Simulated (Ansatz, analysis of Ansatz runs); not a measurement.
# Migration barrier of interstitial H in fcc Cu, hop from an octahedral to the next tetrahedral site (PBE)

How near does this set-up come to the measured migration barrier? Subject: interstitial H in fcc Cu, hop from an octahedral to the next tetrahedral site. Set-up: PBE, 32-site cell, PBE lattice, 420 eV, k: 4x4x4 Gamma-centred, zero-point energy of the moving atom added. The model is a cell of 32 host atoms with 1 H put in. The barrier is the energy of the highest image of a climbing band over the relaxed site that the atom leaves.

**The experiment.** Migration barrier: 0.375 eV, by permeation and other diffusion measurements (T > 250 K); average of cited values (quoted in “Explainable Machine Learning for Hydrogen Diffusion in Metals and Random Binary Alloys”, 2023, G. M. Lu et al., quoting earlier work (1986)). The calculation is set beside it at the end.

Method: plane-wave PAW DFT, PBE; relaxation of all atoms of a defect supercell, in Ansatz 0.2.0.

Most raw output is cut from this account.

**1. Starting point**

The cell holds 33 atoms: 32 Cu and 1 H. Its edges and angles: a = 7.262 Å, b = 7.262 Å, c = 7.262 Å, α = 90.0°, β = 90.0°, γ = 90.0°. It derives from Cu (space group Fm-3m). Nearest the centre at fractional (0.750, 0.500, 0.500): H33 at 0.00 Å, Cu13 at 1.82 Å, Cu31 at 1.82 Å, Cu32 at 1.82 Å, Cu27 at 1.82 Å, Cu24 at 1.82 Å, Cu29 at 1.82 Å, Cu10 at 3.14 Å.

The host's primitive cell comes from a first run (plane-wave PAW DFT, PBE; relaxation of the host's cell and atoms): vectors of 2.567, 2.567 and 2.567 Å. That is 11.97 Å³ an atom, 1.3 % over the diffraction cell's volume. The supercell is built on it.

**2. Relaxation, charge 0**

A barrier counts from a true minimum, so both ends of the jump are relaxed first.

The input, start/input.yaml:

```yaml
relax:
  f_tol: 0.02
  max_steps: 80
  escape_saddle: false
crystal:
  lattice:
    - [7.26165902, 0.0, 0.0]
    - [0.0, 7.26165902, 0.0]
    - [0.0, 0.0, 7.26165902]
  atoms:
    - { symbol: Cu, position: [0.0, 0.0, 0.0] }
    - { symbol: Cu, position: [0.0, 0.25, 0.25] }
    - { symbol: Cu, position: [0.25, 0.0, 0.25] }
    - { symbol: Cu, position: [0.25, 0.25, 0.0] }
    - { symbol: Cu, position: [0.0, 0.0, 0.5] }
    - { symbol: Cu, position: [0.0, 0.25, 0.75] }
    - { symbol: Cu, position: [0.25, 0.0, 0.75] }
    - { symbol: Cu, position: [0.25, 0.25, 0.5] }
[... 21 atom lines left out ...]
    - { symbol: Cu, position: [0.5, 0.75, 0.75] }
    - { symbol: Cu, position: [0.75, 0.5, 0.75] }
    - { symbol: Cu, position: [0.75, 0.75, 0.5] }
    - { symbol: H, position: [0.75, 0.5, 0.5] }
basis:
  ecutwfc: 420
  xc_grid: 2
hamiltonian:
  xc: pbe
kpoints:
  mp_grid: { grid: [4, 4, 4] }
scf:
  occupations: { method: methfessel_paxton, width: 0.1 }
  max_iter: 120
output:
  forces: true
checkpoint:
  write: "../start.run"
  compress: false
  write_wavefunctions: true
  write_every: 100000
```

The run is started by

```
ansatz run input.yaml --threads 4 --pin off --max-ram 14131MiB --backend cpu --events-out ev --progress --plain --runs-dir out
```

Elapsed: 2.1 min, on 4 threads of Arm Neoverse V1, shared host; peak memory 3.4 GiB.

Relaxation path:

| step | energy less that of the first step (eV) | largest force component (eV/Å) |
| --- | --- | --- |
| 1 | 0.0000 | 0.4779 |
| 2 | -0.0382 | 0.2855 |
| 3 | -0.0607 | 0.0149 |
| 4 | -0.0607 | 0.0149 |

Forces are held to the 48 operations that the run works with; a distortion that breaks them can't arise in this run.

The atoms that moved most (Å):

```
atom      dx      dy      dz  length
Cu29  -0.038   0.000   0.000   0.038
Cu13   0.038   0.000   0.000   0.038
Cu24   0.000  -0.038   0.000   0.038
Cu27   0.000   0.000  -0.038   0.038
Cu31   0.000   0.000   0.038   0.038
Cu32   0.000   0.038   0.000   0.038
Cu10   0.008   0.008  -0.008   0.014
 Cu6   0.008  -0.008   0.008   0.014
```

Neighbours of H33 at the end:

```csv
atom,distance (Å)
Cu13,1.853
Cu31,1.853
Cu32,1.853
Cu27,1.853
Cu24,1.853
Cu29,1.853
Cu18,3.159
Cu26,3.159
Cu30,3.159
Cu22,3.159
Cu10,3.159
Cu14,3.159
Cu6,3.159
Cu2,3.159
```

Numbers from this step:

| Quantity | Value |
| --- | --- |
| free energy | -212020.9945 eV |
| smearing term TS | 7.63e-4 eV |

The series, run alike:

```csv
run,outcome,energy less the first (eV),moment (μB),time
"relaxation, charge 0",converged,0.0000,0.00,2.1 min
"relaxation, charge 0",converged,0.1686,0.00,4 min
```

The relaxation ends 1.8 meV an atom lower, with a largest force component of 0.015 eV/Å.

**3. Nudged elastic band**

A band of images joins the two ends; its highest image climbs to the saddle, whose energy over the site left is the barrier.

This step: plane-wave PAW DFT, PBE; nudged elastic band between two relaxed defect structures at fixed charge.

The input, neb/input.yaml:

```yaml
crystal:
  lattice:
    - [7.26165902, 0.0, 0.0]
    - [0.0, 7.26165902, 0.0]
    - [0.0, 0.0, 7.26165902]
  atoms:
    - { symbol: Cu, position: [0.000257625, 0.0, 0.0] }
    - { symbol: Cu, position: [0.001143273, 0.248856727, 0.248856727] }
    - { symbol: Cu, position: [0.25, 0.0, 0.249742375] }
    - { symbol: Cu, position: [0.25, 0.249742375, 0.0] }
    - { symbol: Cu, position: [0.00088907, 0.0, 0.5] }
    - { symbol: Cu, position: [0.001143273, 0.248856727, 0.751143273] }
    - { symbol: Cu, position: [0.25, 0.0, 0.750257625] }
    - { symbol: Cu, position: [0.25, 0.24911093, 0.5] }
    - { symbol: Cu, position: [0.00088907, 0.5, 0.0] }
    - { symbol: Cu, position: [0.001143273, 0.751143273, 0.248856727] }
    - { symbol: Cu, position: [0.25, 0.5, 0.24911093] }
    - { symbol: Cu, position: [0.25, 0.750257625, 0.0] }
    - { symbol: Cu, position: [0.005214655, 0.5, 0.5] }
    - { symbol: Cu, position: [0.001143273, 0.751143273, 0.751143273] }
    - { symbol: Cu, position: [0.25, 0.5, 0.75088907] }
    - { symbol: Cu, position: [0.25, 0.75088907, 0.5] }
    - { symbol: Cu, position: [0.499742375, 0.0, 0.0] }
    - { symbol: Cu, position: [0.498856727, 0.248856727, 0.248856727] }
    - { symbol: Cu, position: [0.75, 0.0, 0.24911093] }
    - { symbol: Cu, position: [0.75, 0.24911093, 0.0] }
    - { symbol: Cu, position: [0.49911093, 0.0, 0.5] }
    - { symbol: Cu, position: [0.498856727, 0.248856727, 0.751143273] }
    - { symbol: Cu, position: [0.75, 0.0, 0.75088907] }
    - { symbol: Cu, position: [0.75, 0.244785345, 0.5] }
    - { symbol: Cu, position: [0.49911093, 0.5, 0.0] }
    - { symbol: Cu, position: [0.498856727, 0.751143273, 0.248856727] }
    - { symbol: Cu, position: [0.75, 0.5, 0.244785345] }
    - { symbol: Cu, position: [0.75, 0.75088907, 0.0] }
    - { symbol: Cu, position: [0.494785345, 0.5, 0.5] }
    - { symbol: Cu, position: [0.498856727, 0.751143273, 0.751143273] }
    - { symbol: Cu, position: [0.75, 0.5, 0.755214655] }
    - { symbol: Cu, position: [0.75, 0.755214655, 0.5] }
    - { symbol: H, position: [0.75, 0.5, 0.5] }
basis:
  ecutwfc: 420
  xc_grid: 2
hamiltonian:
  xc: pbe
kpoints:
  mp_grid: { grid: [4, 4, 4] }
scf:
  occupations: { method: methfessel_paxton, width: 0.1 }
  max_iter: 120
output:
  forces: true
neb:
  images: 3
  f_tol: 0.04
  climbing: true
  initial_path: idpp
  max_iterations: 45
  order_check: false
  final_atoms:
    - { symbol: Cu, position: [-6.352e-06, -0.000715451, -0.000715451] }
    - { symbol: Cu, position: [0.006860998, 0.243318968, 0.243318968] }
[... 7 atom lines left out ...]
    - { symbol: Cu, position: [0.000453513, 0.752140072, 0.249726453] }
[... 2 atom lines left out ...]
    - { symbol: Cu, position: [0.006860998, 0.507566229, 0.507566229] }
[... 4 atom lines left out ...]
    - { symbol: Cu, position: [0.498039894, 0.249726453, 0.249726453] }
[... 3 atom lines left out ...]
    - { symbol: Cu, position: [0.498579317, 0.250186318, 0.751600649] }
[... 1 atom line left out ...]
    - { symbol: Cu, position: [0.742613737, 0.243318968, 0.507566229] }
[... 1 atom line left out ...]
    - { symbol: Cu, position: [0.498579317, 0.751600649, 0.250186318] }
    - { symbol: Cu, position: [0.742613737, 0.507566229, 0.243318968] }
[... 1 atom line left out ...]
    - { symbol: Cu, position: [0.498039894, 0.501158745, 0.501158745] }
    - { symbol: Cu, position: [0.499670728, 0.750509239, 0.750509239] }
    - { symbol: Cu, position: [0.749021221, 0.501158745, 0.752140072] }
    - { symbol: Cu, position: [0.749021221, 0.752140072, 0.501158745] }
    - { symbol: H, position: [0.874737367, 0.375442599, 0.375442599] }
```

Elapsed: 1.7 h, on 4 threads; peak memory 11 GiB; 6.6 h of CPU time.

Images along the path:

```csv
image,path (Å),energy (eV),"H33: x, y, z (Å)"
0,0.000,0.0000,"5.446, 3.631, 3.631"
1,0.480,0.1507,"5.720, 3.355, 3.364"
2,0.960,0.3121,"5.993, 3.082, 3.091"
3,1.284,0.2390,"6.182, 2.894, 2.900"
4,1.608,0.1686,"6.352, 2.726, 2.726"
```

Read from the output:

```yaml
free_energy: -212020.6824 eV
smearing_term_ts: -0.001919 eV
barrier_forward: 0.3121 eV
barrier_backward: 0.1436 eV
```

**4. Vibrations of the moving atom at the low point**

A light atom carries zero-point energy, which differs between site and saddle; its three modes are computed at both, leaving out the unstable one.

This step: plane-wave PAW DFT, PBE; finite-displacement force constants of the moving atom alone.

The input, modes_low/input.yaml:

```yaml
crystal:
  lattice:
    - [7.26165902, 0.0, 0.0]
    - [0.0, 7.26165902, 0.0]
    - [0.0, 0.0, 7.26165902]
  atoms:
    - { symbol: Cu, position: [0.000257625, 0.0, 0.0] }
    - { symbol: Cu, position: [0.001143273, 0.248856727, 0.248856727] }
[... 7 atom lines left out ...]
    - { symbol: Cu, position: [0.001143273, 0.751143273, 0.248856727] }
[... 2 atom lines left out ...]
    - { symbol: Cu, position: [0.005214655, 0.5, 0.5] }
[... 4 atom lines left out ...]
    - { symbol: Cu, position: [0.498856727, 0.248856727, 0.248856727] }
[... 3 atom lines left out ...]
    - { symbol: Cu, position: [0.498856727, 0.248856727, 0.751143273] }
[... 1 atom line left out ...]
    - { symbol: Cu, position: [0.75, 0.244785345, 0.5] }
[... 1 atom line left out ...]
    - { symbol: Cu, position: [0.498856727, 0.751143273, 0.248856727] }
    - { symbol: Cu, position: [0.75, 0.5, 0.244785345] }
[... 1 atom line left out ...]
    - { symbol: Cu, position: [0.494785345, 0.5, 0.5] }
[... 1 atom line left out ...]
    - { symbol: Cu, position: [0.75, 0.5, 0.755214655] }
    - { symbol: Cu, position: [0.75, 0.755214655, 0.5] }
    - { symbol: H, position: [0.75, 0.5, 0.5] }
basis:
  ecutwfc: 420
  xc_grid: 2
hamiltonian:
  xc: pbe
kpoints:
  mp_grid: { grid: [4, 4, 4] }
scf:
  occupations: { method: methfessel_paxton, width: 0.1 }
  max_iter: 120
output: {}
phonons:
  supercell: [1, 1, 1]
  displaced_sites: [32]
  amplitude: 0.03
```

Elapsed: 5.5 min, on 4 threads; peak memory 3.6 GiB.

This step gave:

| Quantity | Value |
| --- | --- |
| free energy | -212020.9945 eV |
| smearing term TS | 7.64e-4 eV |
| frequencies of moving atom | 684.3, 684.3, 684.3 cm⁻¹ (negative: imaginary) |

**5. Vibrations of the moving atom at the top point**

This step: plane-wave PAW DFT, PBE; finite-displacement force constants of the moving atom alone.

The input, modes_top/input.yaml:

```yaml
crystal:
  lattice:
    - [7.26165902, 0.0, 0.0]
    - [0.0, 7.26165902, 0.0]
    - [0.0, 0.0, 7.26165902]
  atoms:
    - { symbol: Cu, position: [-0.000695115, 0.002269806, 0.002036999] }
    - { symbol: Cu, position: [-0.00247973, 0.252505711, 0.252781557] }
[... 3 atom lines left out ...]
    - { symbol: Cu, position: [0.000844529, 0.249298981, 0.750734123] }
[... 3 atom lines left out ...]
    - { symbol: Cu, position: [0.00099421, 0.751290315, 0.248992034] }
[... 2 atom lines left out ...]
    - { symbol: Cu, position: [0.014146993, 0.508391739, 0.507390615] }
[... 4 atom lines left out ...]
    - { symbol: Cu, position: [0.498948426, 0.249186761, 0.249022857] }
[... 5 atom lines left out ...]
    - { symbol: Cu, position: [0.741715803, 0.235513359, 0.507669141] }
[... 2 atom lines left out ...]
    - { symbol: Cu, position: [0.742607383, 0.507830428, 0.236702685] }
[... 1 atom line left out ...]
    - { symbol: Cu, position: [0.497365221, 0.500607562, 0.500553764] }
    - { symbol: Cu, position: [0.49997502, 0.750061171, 0.750261627] }
    - { symbol: Cu, position: [0.749620637, 0.500488762, 0.752137963] }
    - { symbol: Cu, position: [0.74946707, 0.752986041, 0.500603372] }
    - { symbol: H, position: [0.825272594, 0.424387875, 0.425690294] }
basis:
  ecutwfc: 420
  xc_grid: 2
hamiltonian:
  xc: pbe
kpoints:
  mp_grid: { grid: [4, 4, 4] }
scf:
  occupations: { method: methfessel_paxton, width: 0.1 }
  max_iter: 120
output: {}
phonons:
  supercell: [1, 1, 1]
  displaced_sites: [32]
  amplitude: 0.03
```

The job ended after 89 min (4 threads; peak memory 6.4 GiB).

Read from the output:

* free energy: -212020.6824 eV
* smearing term TS: -0.001919 eV
* frequencies of moving atom: -640.1, 1409, 1428 cm⁻¹ (negative: imaginary)

**6. Summary of results**

```
migration barrier (saddle less minimum)                         : 0.36 eV
energy difference of the two ends                               : 0.17 eV
length of the hop                                               : 1.57 Å
change of the moving atom's zero-point energy, saddle less site : 0.05 eV
time of the whole chain                                         : 3.3 h on 4 threads
```

Migration barrier: computed 0.36 eV, measured 0.375 eV; 0.01 eV below the measurement. Zero-point energy changes the barrier by 0.05 eV. The measured number is an Arrhenius activation energy of long-range diffusion; for H it holds zero-point energy, and trapping at vacancies and dislocations can raise it. One hop between neighbouring sites is computed at the host's lattice. Limits: the periodic copies of the defect are only 7.3 Å apart.

[Logs are printed without paths, hosts, clocks, repeated set-up lines and the standing remarks that a program may print on its own settings, such as how far it seeks lower states.]

[Hosts, paths, dates, database ids (printed as entryN), source tags and the programs' standing remarks are cut or masked in the printed files.]

[For some hosts the program warned that the k-mesh of the response run may be too coarse for force constants and the static dielectric constant; such warnings are not shown here.]
